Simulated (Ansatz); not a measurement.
# Na on Ir(111): change of the work function, part 2 of 3

Aim: the work function of Ir(111) at several coverages of Na (fcc site), and the dipole that each adsorbate carries.

Ansatz 0.2.0; plane-wave DFT, PBE, Ansatz PAW.

So far, work function, upper face (eV): step 2 (the clean slab) 5.49.

### Step 3. Adsorbate added, k-mesh 4×4×1, coverage 0.111 ML

System of this step: Na/Ir(111). The cell holds 37 atoms: 36 Ir and 1 Na. Cell: a = 8.146 Å, b = 8.146 Å, c = 27.381 Å, α = 90.0°, β = 90.0°, γ = 60.0°. Vacuum lies along c.

The clean slab as it ended is repeated in the plane and the adsorbate is set on one face; the cell's size fixes the coverage, and the k-mesh shrinks with it to keep the sampling density about even. Adsorbate and upper layers relax, since the dipole depends on the height.

Input file input.yaml:

```yaml
crystal:
  lattice:
    - [8.1458701194, 0.0, 0.0]
    - [4.0729350597, 7.0545304593, 0.0]
    - [0.0, 0.0, 27.3814213347]
  atoms:
    - { symbol: Ir, position: [0.0, 0.0, 0.3286900227] }
    - { symbol: Ir, position: [0.1111111111, 0.1111111111, 0.4096582459] }
    - { symbol: Ir, position: [0.2222222222, 0.2222222222, 0.4905322118] }
    - { symbol: Ir, position: [0.0, 0.0, 0.5710179428] }
    - { symbol: Ir, position: [0.0, 0.3333333333, 0.3286900227] }
    - { symbol: Ir, position: [0.1111111111, 0.4444444444, 0.4096582459] }
    - { symbol: Ir, position: [0.2222222222, 0.5555555556, 0.4905322118] }
    - { symbol: Ir, position: [0.0, 0.3333333333, 0.5710179428] }
    - { symbol: Ir, position: [0.0, 0.6666666667, 0.3286900227] }
    - { symbol: Ir, position: [0.1111111111, 0.7777777778, 0.4096582459] }
    - { symbol: Ir, position: [0.2222222222, 0.8888888889, 0.4905322118] }
    - { symbol: Ir, position: [0.0, 0.6666666667, 0.5710179428] }
    - { symbol: Ir, position: [0.3333333333, 0.0, 0.3286900227] }
    - { symbol: Ir, position: [0.4444444444, 0.1111111111, 0.4096582459] }
    - { symbol: Ir, position: [0.5555555556, 0.2222222222, 0.4905322118] }
    - { symbol: Ir, position: [0.3333333333, 0.0, 0.5710179428] }
    - { symbol: Ir, position: [0.3333333333, 0.3333333333, 0.3286900227] }
    - { symbol: Ir, position: [0.4444444444, 0.4444444444, 0.4096582459] }
    - { symbol: Ir, position: [0.5555555556, 0.5555555556, 0.4905322118] }
    - { symbol: Ir, position: [0.3333333333, 0.3333333333, 0.5710179428] }
    - { symbol: Ir, position: [0.3333333333, 0.6666666667, 0.3286900227] }
    - { symbol: Ir, position: [0.4444444444, 0.7777777778, 0.4096582459] }
    - { symbol: Ir, position: [0.5555555556, 0.8888888889, 0.4905322118] }
    - { symbol: Ir, position: [0.3333333333, 0.6666666667, 0.5710179428] }
    - { symbol: Ir, position: [0.6666666667, 0.0, 0.3286900227] }
    - { symbol: Ir, position: [0.7777777778, 0.1111111111, 0.4096582459] }
    - { symbol: Ir, position: [0.8888888889, 0.2222222222, 0.4905322118] }
    - { symbol: Ir, position: [0.6666666667, 0.0, 0.5710179428] }
    - { symbol: Ir, position: [0.6666666667, 0.3333333333, 0.3286900227] }
    - { symbol: Ir, position: [0.7777777778, 0.4444444444, 0.4096582459] }
    - { symbol: Ir, position: [0.8888888889, 0.5555555556, 0.4905322118] }
    - { symbol: Ir, position: [0.6666666667, 0.3333333333, 0.5710179428] }
    - { symbol: Ir, position: [0.6666666667, 0.6666666667, 0.3286900227] }
    - { symbol: Ir, position: [0.7777777778, 0.7777777778, 0.4096582459] }
    - { symbol: Ir, position: [0.8888888889, 0.8888888889, 0.4905322118] }
    - { symbol: Ir, position: [0.6666666667, 0.6666666667, 0.5710179428] }
    - { symbol: Na, position: [0.1111111111, 0.1111111111, 0.6713099773] }
kpoints:
  mp_grid: { grid: [4, 4, 1] }
hamiltonian:
  xc: pbe
scf:
  occupations: { method: fermi_dirac, width: 0.1 }
  convergence: { dr2_threshold: 1.0e-08 }
efield:
  axis: 3
  dipole_correction: true
  ramp_position: 0.97
  ramp_width: 0.06
relax:
  f_tol: 0.02
  max_steps: 60
  constraints:
    - { sites: [0, 1, 4, 5, 8, 9, 12, 13, 16, 17, 20, 21, 24, 25, 28, 29, 32, 33] }
output:
  write_potential: true
  write_density: true
  volumetric_format: npy
```

On the command line:

```
$ ansatz run input.yaml --threads 4 --pin off --max-ram 16384MiB --backend cpu --events-out ev --progress --plain --runs-dir out
```

Numbers of over 12 decimals in the logs are rounded to 6 here.

What it wrote:

```text
[...]
Crystal: 37 atoms, lattice volume = 1573.481 Å³
Basis set: ecut = 420 eV, 30841 PW (Γ), exchange–correlation on 120×120×384 points (8 copies of the dense FFT grid, shifted against one another)
Bands: 373, of which v1, the nominal top of the filled ones, is band 311 counted from 1 (310 counted from 0)
Symmetry: 6 space group operations
[...]
k-points: 4 of 16 (time reversal used)
[...]
SCF iter   1: F=—  HF=-431143.591620 eV  |F-HF|=—  |Δ(HF+E_count)|=         —  Δρ=7.55e-3  dr2=1.13e1  ethr=1.77e-3  p=0.796 e·Å  D=9.15e-2 V/Å  ΔV_dip=-2.51 eV  dr2_dipole=3.17e0  V_vac-E_F(+/−)=2.61/5.12 eV  ⟨swp⟩=7.5  Hψ=6115  notcnv=0  defer=40
[...]
SCF iter  10: F=-431143.483482 eV  HF=-431143.483482 eV  |F-HF|=3.04e-8  |Δ(HF+E_count)|=   1.26e-7  Δρ=3.09e-7  dr2=1.79e-9  ethr=1.61e-12  p=0.930 e·Å  D=1.07e-1 V/Å  ΔV_dip=-2.93 eV  dr2_dipole=1.63e-10  V_vac-E_F(+/−)=2.58/5.51 eV  ⟨swp⟩=9.8  Hψ=10098  notcnv=0
SCF 1 converged in 10 iterations: F = -431143.483482 eV  dr2 = 1.79e-9
[...]
relax step   1: F+E_penalty+E_count = -431143.48348155 eV  Δ(F+E_penalty+E_count) = +0.000e0 eV  max|allowed force component| = 5.846e-1 eV/Å  Δτ_max = 0.0000 Å  (10 SCF iters, accepted)
[...]
SCF iter   9: F=-431143.532479 eV  HF=-431143.532479 eV  |F-HF|=1.14e-8  |Δ(HF+E_count)|=   7.47e-8  Δρ=3.06e-7  dr2=2.65e-9  ethr=1.61e-12  p=0.868 e·Å  D=9.98e-2 V/Å  ΔV_dip=-2.73 eV  dr2_dipole=1.17e-10  V_vac-E_F(+/−)=2.77/5.51 eV  ⟨swp⟩=10.0  Hψ=10430  notcnv=0
SCF 2 converged in 9 iterations: F = -431143.532479 eV  dr2 = 2.65e-9
[...]
relax step   2: F+E_penalty+E_count = -431143.53247896 eV  Δ(F+E_penalty+E_count) = -4.900e-2 eV  max|allowed force component| = 3.302e-1 eV/Å  Δτ_max = 0.1030 Å  (9 SCF iters, accepted)
SCF iter   1: F=—  HF=-431143.547450 eV  |F-HF|=—  |Δ(HF+E_count)|=         —  Δρ=1.18e-3  dr2=5.84e-2  ethr=6.61e-4  p=0.868 e·Å  D=9.98e-2 V/Å  ΔV_dip=-2.73 eV  dr2_dipole=4.73e-3  V_vac-E_F(+/−)=2.78/5.51 eV  ⟨swp⟩=4.2  Hψ=2617  notcnv=0  defer=67
[...]
SCF iter   9: F=-431143.553549 eV  HF=-431143.553549 eV  |F-HF|=1.80e-8  |Δ(HF+E_count)|=   1.46e-9  Δρ=3.58e-7  dr2=4.93e-9  ethr=1.61e-12  p=0.801 e·Å  D=9.21e-2 V/Å  ΔV_dip=-2.52 eV  dr2_dipole=2.41e-11  V_vac-E_F(+/−)=2.98/5.50 eV  ⟨swp⟩=8.0  Hψ=10411  notcnv=0
SCF 3 converged in 9 iterations: F = -431143.553549 eV  dr2 = 4.93e-9
relax step   3: F+E_penalty+E_count = -431143.55354932 eV  Δ(F+E_penalty+E_count) = -2.107e-2 eV  max|allowed force component| = 9.666e-2 eV/Å  Δτ_max = 0.1371 Å  (9 SCF iters, accepted)
SCF iter   1: F=—  HF=-431143.552284 eV  |F-HF|=—  |Δ(HF+E_count)|=         —  Δρ=2.86e-4  dr2=3.69e-3  ethr=5.68e-6  p=0.801 e·Å  D=9.21e-2 V/Å  ΔV_dip=-2.52 eV  dr2_dipole=5.13e-4  V_vac-E_F(+/−)=2.98/5.50 eV  ⟨swp⟩=3.5  Hψ=2981  notcnv=0  defer=69
[...]
SCF iter   7: F=-431143.555416 eV  HF=-431143.555416 eV  |F-HF|=2.40e-8  |Δ(HF+E_count)|=   1.12e-7  Δρ=5.07e-7  dr2=9.63e-9  ethr=1.61e-12  p=0.817 e·Å  D=9.40e-2 V/Å  ΔV_dip=-2.57 eV  dr2_dipole=1.20e-12  V_vac-E_F(+/−)=2.93/5.50 eV  ⟨swp⟩=10.0  Hψ=10530  notcnv=0
SCF 4 converged in 7 iterations: F = -431143.555416 eV  dr2 = 9.63e-9
relax step   4: F+E_penalty+E_count = -431143.55541609 eV  Δ(F+E_penalty+E_count) = -1.867e-3 eV  max|allowed force component| = 1.331e-2 eV/Å  Δτ_max = 0.0339 Å  (7 SCF iters, accepted)
NSCF: frozen V_eff on 4 k-points
[...]
SCF converged after 7 iterations
Free energy (F): -431143.555416 eV
[...]
Internal energy: -431142.323859 eV  (E = F + TS)
E sigma→0 (E₀):  -431142.939638 eV
Entropy (-TS):   -1.231557 eV (-33.285 meV/atom)
Fermi energy:    5.583019 eV
Dipole field:    D = 0.093988 V/Å  (p = 0.817282 e·Å, saw-weighted, corrected)
Work function:   Φ+ = 2.9310 eV   Φ− = 5.5046 eV
[...]
--- Forces (eV/Å), atoms counted from 1 ---
  atom   1  Ir     0.00144378     0.00083357     0.14874303
  atom   2  Ir     0.00000000     0.00000000    -0.10749749
  atom   3  Ir     0.00233831     0.00135002    -0.00366421
  atom   4  Ir     0.00605481     0.00349575     0.00281867
  atom   5  Ir    -0.00000000    -0.00166714     0.14874303
  atom   6  Ir     0.00390509     0.00691394    -0.15249169
  atom   7  Ir    -0.00149323     0.00086211     0.00273058
  atom   8  Ir    -0.00000000    -0.00699149     0.00281867
  atom   9  Ir     0.00114347    -0.00066018     0.17299829
  atom  10  Ir    -0.00403510    -0.00683887    -0.15249169
  atom  11  Ir     0.00000000    -0.00270004    -0.00366421
  atom  12  Ir     0.00124787    -0.00072046    -0.00043902
  atom  13  Ir    -0.00144378     0.00083357     0.14874303
  atom  14  Ir     0.00794019    -0.00007507    -0.15249169
  atom  15  Ir     0.00000000    -0.00172423     0.00273058
  atom  16  Ir    -0.00605481     0.00349575     0.00281867
  atom  17  Ir     0.00257977     0.00148943     0.13221088
  atom  18  Ir     0.00000000     0.00000000    -0.10937508
  atom  19  Ir     0.00149323     0.00086211     0.00273058
  atom  20  Ir    -0.00086589    -0.00049992    -0.00007272
  atom  21  Ir     0.00000000    -0.00297887     0.13221088
  atom  22  Ir     0.00403510    -0.00683887    -0.15249169
  atom  23  Ir     0.00433993    -0.00250566     0.00084238
  atom  24  Ir    -0.00000000     0.00099985    -0.00007272
  atom  25  Ir    -0.00000000     0.00132037     0.17299829
  atom  26  Ir    -0.00794019    -0.00007507    -0.15249169
  atom  27  Ir    -0.00233831     0.00135002    -0.00366421
  atom  28  Ir     0.00000000     0.00144092    -0.00043902
  atom  29  Ir    -0.00257977     0.00148943     0.13221088
  atom  30  Ir    -0.00390509     0.00691394    -0.15249169
  atom  31  Ir     0.00000000     0.00501132     0.00084238
  atom  32  Ir     0.00086589    -0.00049992    -0.00007272
  atom  33  Ir    -0.00114347    -0.00066018     0.17299829
  atom  34  Ir    -0.00000000     0.00000000    -0.22333618
  atom  35  Ir    -0.00433993    -0.00250566     0.00084238
  atom  36  Ir    -0.00124787    -0.00072046    -0.00043902
  atom  37  Na     0.00000000    -0.00000000    -0.01330765
  max |Σ_I F_I| component: 3.72e-5 eV/Å
--- Band table (eV) ---
  k-point 0: bands = [... 307 lower, 5.3216, 5.3891, 5.3891, 5.5649, 5.5795, 5.5918, 5.5918, 5.5983, ... 58 higher]
  k-point 1: bands = [... 307 lower, 5.2384, 5.4930, 5.4962, 5.6497, 5.6639, 5.6781, 5.6949, 5.8186, ... 58 higher]
  k-point 2: bands = [... 307 lower, 5.3117, 5.5371, 5.5872, 5.6640, 5.6818, 5.6908, 5.6938, 5.7039, ... 58 higher]
  k-point 3: bands = [... 307 lower, 5.3773, 5.5704, 5.5933, 5.6415, 5.7659, 5.8549, 5.8659, 5.9456, ... 58 higher]
--- Relaxed structure (4 steps of the walk, 4 accepted, 0 SCFs on fresh bases) ---
  F+E_penalty+E_count = -431143.55541609 eV   max|allowed force component| = 1.331e-2 eV/Å
  atoms:
    - { symbol: Ir, position: [1.1111113280699722e-11, 1.1111113280699718e-11, 0.328690] }
    - { symbol: Ir, position: [0.111111, 0.111111, 0.409658] }
    - { symbol: Ir, position: [0.222093, 0.222093, 0.490700] }
    - { symbol: Ir, position: [-0.00111411, -0.00111411, 0.571221] }
    - { symbol: Ir, position: [1.1111084274872951e-11, 0.333333, 0.328690] }
    - { symbol: Ir, position: [0.111111, 0.444444, 0.409658] }
    - { symbol: Ir, position: [0.222426, 0.555454, 0.490753] }
    - { symbol: Ir, position: [-0.00111411, 0.335562, 0.571221] }
    - { symbol: Ir, position: [-2.2222224060897133e-11, 0.666667, 0.328690] }
    - { symbol: Ir, position: [0.111111, 0.777778, 0.409658] }
    - { symbol: Ir, position: [0.222093, 0.889147, 0.490700] }
    - { symbol: Ir, position: [1.1159935988047653e-5, 0.666661, 0.571201] }
    - { symbol: Ir, position: [0.333333, 1.1111113280699718e-11, 0.328690] }
    - { symbol: Ir, position: [0.444444, 0.111111, 0.409658] }
    - { symbol: Ir, position: [0.555454, 0.222426, 0.490753] }
    - { symbol: Ir, position: [0.335562, -0.00111411, 0.571221] }
    - { symbol: Ir, position: [0.333333, 0.333333, 0.328690] }
    - { symbol: Ir, position: [0.444444, 0.444444, 0.409658] }
    - { symbol: Ir, position: [0.555454, 0.555454, 0.490753] }
    - { symbol: Ir, position: [0.333279, 0.333279, 0.571422] }
    - { symbol: Ir, position: [0.333333, 0.666667, 0.328690] }
    - { symbol: Ir, position: [0.444444, 0.777778, 0.409658] }
    - { symbol: Ir, position: [0.555649, 0.888842, 0.490567] }
    - { symbol: Ir, position: [0.333279, 0.666775, 0.571422] }
    - { symbol: Ir, position: [0.666667, -2.2222204306928896e-11, 0.328690] }
    - { symbol: Ir, position: [0.777778, 0.111111, 0.409658] }
    - { symbol: Ir, position: [0.889147, 0.222093, 0.490700] }
    - { symbol: Ir, position: [0.666661, 1.1159935987991131e-5, 0.571201] }
    - { symbol: Ir, position: [0.666667, 0.333333, 0.328690] }
    - { symbol: Ir, position: [0.777778, 0.444444, 0.409658] }
    - { symbol: Ir, position: [0.888842, 0.555649, 0.490567] }
    - { symbol: Ir, position: [0.666775, 0.333279, 0.571422] }
    - { symbol: Ir, position: [0.666667, 0.666667, 0.328690] }
    - { symbol: Ir, position: [0.777778, 0.777778, 0.409658] }
    - { symbol: Ir, position: [0.888842, 0.888842, 0.490567] }
    - { symbol: Ir, position: [0.666661, 0.666661, 0.571201] }
    - { symbol: Na, position: [0.111111, 0.111111, 0.663779] }
```

The job ended after 8.4 min (4 threads of Arm Neoverse V1, shared host; peak memory 9.8 GiB; 25 min of CPU time).

Step by step:

| step | energy less that of the first step (eV) | largest force component (eV/Å) |
| --- | --- | --- |
| 1 | 0.0000 | 0.5846 |
| 2 | -0.0490 | 0.3302 |
| 3 | -0.0701 | 0.0967 |
| 4 | -0.0719 | 0.0133 |

Forces are held to the 6 operations that the run works with; a distortion that breaks them can't arise in this run.

The atoms that moved most (Å):

| atom | dx | dy | dz | length |
| --- | --- | --- | --- | --- |
| Na37 | 0.000 | 0.000 | -0.206 | 0.206 |
| Ir8 | 0.000 | 0.016 | 0.006 | 0.017 |
| Ir4 | -0.014 | -0.008 | 0.006 | 0.017 |
| Ir16 | 0.014 | -0.008 | 0.006 | 0.017 |
| Ir20 | -0.001 | 0.000 | 0.011 | 0.011 |
| Ir24 | 0.000 | 0.001 | 0.011 | 0.011 |
| Ir32 | 0.001 | 0.000 | 0.011 | 0.011 |
| Ir19 | -0.001 | -0.001 | 0.006 | 0.006 |

Final coordinates:

```xyz
37
Lattice="8.1459 0.0000 0.0000 4.0729 7.0545 0.0000 0.0000 0.0000 27.3814" Properties=species:S:1:pos:R:3
Ir    0.0000    0.0000    9.0000
Ir    1.3576    0.7838   11.2170
Ir    2.7137    1.5668   13.4361
Ir   -0.0136   -0.0079   15.6408
Ir    1.3576    2.3515    9.0000
Ir    2.7153    3.1353   11.2170
Ir    4.0742    3.9185   13.4375
Ir    1.3576    2.3672   15.6408
Ir    2.7153    4.7030    9.0000
Ir    4.0729    5.4869   11.2170
Ir    5.4306    6.2725   13.4361
Ir    2.7154    4.7030   15.6403
Ir    2.7153    0.0000    9.0000
Ir    4.0729    0.7838   11.2170
Ir    5.4306    1.5691   13.4375
Ir    2.7289   -0.0079   15.6408
Ir    4.0729    2.3515    9.0000
Ir    5.4306    3.1353   11.2170
Ir    6.7870    3.9185   13.4375
Ir    4.0723    2.3511   15.6464
Ir    5.4306    4.7030    9.0000
Ir    6.7882    5.4869   11.2170
Ir    8.1464    6.2704   13.4324
Ir    5.4306    4.7038   15.6464
Ir    5.4306    0.0000    9.0000
Ir    6.7882    0.7838   11.2170
Ir    8.1474    1.5668   13.4361
Ir    5.4306    0.0001   15.6403
Ir    6.7882    2.3515    9.0000
Ir    8.1459    3.1353   11.2170
Ir    9.5035    3.9198   13.4324
Ir    6.7889    2.3511   15.6464
Ir    8.1459    4.7030    9.0000
Ir    9.5035    5.4869   11.2170
Ir   10.8606    6.2704   13.4324
Ir    8.1458    4.7030   15.6403
Na    1.3576    0.7838   18.1752
```

This step gave:

- energy at zero smearing: -431142.9396 eV
- work function, upper face: 2.931 eV
- work function, lower face: 5.505 eV
- dipole along the normal: 0.8173 e·Å
- step between the vacuum levels: -2.574 eV

Running mean over 2.217 Å of the planar mean; the ramp of the sawtooth is left out. Electron's electrostatic potential energy less the Fermi level against z:

| z (Å) | electron's electrostatic potential energy less the Fermi level (eV) |
| --- | --- |
| 3.5 | 5.50 |
| 4.0 | 5.50 |
| 4.5 | 5.50 |
| 5.0 | 5.50 |
| 5.5 | 5.48 |
| 6.0 | 5.43 |
| 6.5 | 5.20 |
| 7.0 | 4.28 |
| 7.5 | 0.787 |
| 8.0 | -5.50 |
| 8.5 | -10.8 |
| 9.0 | -12.7 |
| 9.5 | -13.1 |
| 10.0 | -13.3 |
| 10.5 | -13.4 |
| 11.0 | -13.5 |
| 11.5 | -13.6 |
| 12.0 | -13.5 |
| 12.5 | -13.5 |
| 13.0 | -13.6 |
| 13.5 | -13.6 |
| 14.0 | -13.5 |
| 14.5 | -13.5 |
| 15.0 | -13.3 |
| 15.5 | -13.0 |
| 16.0 | -11.8 |
| 16.5 | -7.58 |
| 17.0 | -1.67 |
| 17.5 | 2.07 |
| 18.0 | 2.87 |
| 18.5 | 2.76 |
| 19.0 | 2.65 |
| 19.5 | 2.81 |
| 20.0 | 2.91 |
| 20.5 | 2.92 |
| 21.0 | 2.93 |
| 21.5 | 2.93 |
| 22.0 | 2.93 |
| 22.5 | 2.93 |
| 23.0 | 2.93 |
| 23.5 | 2.93 |
| 24.0 | 2.93 |

The relaxation took 4 steps and lowered the energy by 0.072 eV; the largest force on the free atoms ends at 0.013 eV/Å.

The covered face has 2.93 eV, -2.56 eV against the clean one; the bare back face has moved by +0.01 eV, a measure of how thin the slab is.

(Continued in part 3 of 3.)

[Logs are printed without paths, hosts, clocks, repeated set-up lines and the standing remarks that a program may print on its own settings, such as how far it seeks lower states.]

[Hosts, paths, dates, database ids (printed as entryN), source tags and the programs' standing remarks are cut or masked in the printed files.]

[Maps of the electrostatic potential energy from Ansatz leave out the sawtooth potential of an applied field or a dipole correction, so their vacuum need not be flat; planar profiles and work functions include it.]
